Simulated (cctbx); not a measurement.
# Accept or mend?

Cell a = 6.5300 Å, b = 6.5300 Å, c = 19.4330 Å, α = 90.00°, β = 90.00°, γ = 90.00°; space group P4/n (no. 85, origin choice 1).

Simulated single-crystal data (cctbx): synchrotron X-rays, λ = 0.7749 Å, to d = 0.6 Å, 80 % of the full sphere, strongest reflection 5000 counts, noise from counting, a 3 % proportional error and a noise floor of 15 counts (s.d.); no absorption, and some extinction, which the refinements don't model.

An anisotropic refinement with weights 1/σ² prints:

```text
Rint 0.224, 2030 unique reflections to 0.60 A
cycle     R1     wR2    GooF  max shift (A)
   1  0.0910  0.1431   1.463   0.01867
   2  0.0828  0.1413   1.444   0.00000
final R1 0.0828 wR2 0.1413 GooF 1.444  parameters 48  data/parameter 42.3
atom        x        y        z      Ueq    occ   su(xyz)  su(Uiso or U11)
Sb1    0.50000  0.00000  0.62782   0.0025  1.000  0.00028  0.0011
Sb2    0.50000  0.00000  0.12820   0.0044  1.000  0.00030  0.0012
Sr1    0.50000  0.50000  0.75029   0.0082  1.000  0.00024  0.0044
Sr2    0.00000  0.00000  0.50000   0.0061  1.000  0.00000  0.0014
Sr3    0.00000  0.00000  0.00000   0.0029  1.000  0.00000  0.0012
Cr1    0.00000  0.50000  0.12711   0.0042  1.000  0.00067  0.0031  NPD
Cr2    0.00000  0.50000  0.62812   0.0063  1.000  0.00089  0.0029
S1     0.30091  0.28961  0.62455   0.0100  1.000  0.00120  0.0025
S2     0.29320  0.28973  0.12734   0.0092  1.000  0.00115  0.0022
S3     0.50000  0.00000  0.74940  -0.0016  1.000  0.00050  0.0051  NPD
S4     0.00000  0.50000  0.49841  -0.0192  1.000  0.00031  0.0010  NPD
S5     0.50000  0.00000  0.24929   0.0085  1.000  0.00069  0.0072
difference map: max 45.19 min -63.49 rms 2.10
Q1    0.0000  0.5000  0.0026    2   45.82  2.42 A from Cr1
Q2    0.9979  0.4214  0.4979    8   17.82  0.51 A from S4
Q3    0.0000  0.5000  0.1108    2   15.57  0.32 A from Cr1
Q4    0.0000  0.0000  0.5000    2   14.79  0.00 A from Sr2
Q5    0.0000  0.5000  0.4736    2   13.61  0.48 A from S4
Q6    0.0000  0.5000  0.5185    2   10.89  0.39 A from S4
```

Q: Accept it or mend it, and why?

Mend it. The fault: an atom left out, S at (0, 1/2, 0.9997). Against the right model at the same level, R1 goes from 0.0538 to 0.0828 and GooF from 0.94 to 1.44, U of S4 shrinks from 0.0065 to -0.0192 Å², the top difference peak, 45.8 e/Å³, lies 2.42 Å from Cr1 and a hole of -63.5 e/Å³ opens. Q1 is the missing atom. With scattering power missing, scale and phases suffer, so peaks may also grow on the heavy atoms.

The compound is Sr2CrSbS6. The right model at the same level gives:

```text
Rint 0.224, 2030 unique reflections to 0.60 A
cycle     R1     wR2    GooF  max shift (A)
   1  0.0580  0.0939   0.961   0.02524
   3  0.0539  0.0918   0.938   0.00029
final R1 0.0538 wR2 0.0918 GooF 0.938  parameters 51  data/parameter 39.8
atom        x        y        z      Ueq    occ   su(xyz)  su(Uiso or U11)
Sb1    0.50000  0.00000  0.62759   0.0032  1.000  0.00018  0.0010
Sb2    0.50000  0.00000  0.12852   0.0037  1.000  0.00019  0.0010
Sr1    0.50000  0.50000  0.75283   0.0076  1.000  0.00023  0.0021
Sr2    0.00000  0.00000  0.50000   0.0031  1.000  0.00000  0.0018
Sr3    0.00000  0.00000  0.00000   0.0052  1.000  0.00000  0.0020
Cr1    0.00000  0.50000  0.12713   0.0027  1.000  0.00043  0.0024  NPD
Cr2    0.00000  0.50000  0.62846   0.0082  1.000  0.00056  0.0027
S1     0.30053  0.28876  0.62507   0.0086  1.000  0.00141  0.0028
S2     0.29316  0.29064  0.12668   0.0116  1.000  0.00139  0.0026
S3     0.50000  0.00000  0.74907   0.0089  1.000  0.00069  0.0047
S4     0.00000  0.50000  0.49857   0.0065  1.000  0.00111  0.0035
S5     0.50000  0.00000  0.24947   0.0042  1.000  0.00049  0.0042  NPD
S6     0.00000  0.50000  0.99849   0.0074  1.000  0.00097  0.0040
difference map: max 10.75 min -9.48 rms 1.69
Q1    0.0000  0.5000  0.0797    2   10.84  0.92 A from Cr1
Q2    0.0000  0.5000  0.8403    2   10.68  0.61 A from Sb2
Q3    0.0000  0.5000  0.5560    2    7.42  1.12 A from S4
Q4    0.0549  0.2830  0.1558    8    6.65  1.56 A from Cr1
Q5    0.1181  0.2536  0.1236    8    6.54  1.17 A from S2
Q6    0.0933  0.3353  0.6083    8    6.32  1.30 A from Cr2
```

Isotropic U is held between 0.0001 and 1 Å² by the program, and listed peak heights are interpolated, so they can pass the grid's maximum.

The model is made up (kin elements in a known structure type, no relaxation), so it says nothing on whether the phase exists.

[Middle refinement cycles are left out of these outputs.]

[Logs are printed without paths, hosts, clocks, repeated set-up lines and the standing remarks that a program may print on its own settings, such as how far it seeks lower states.]
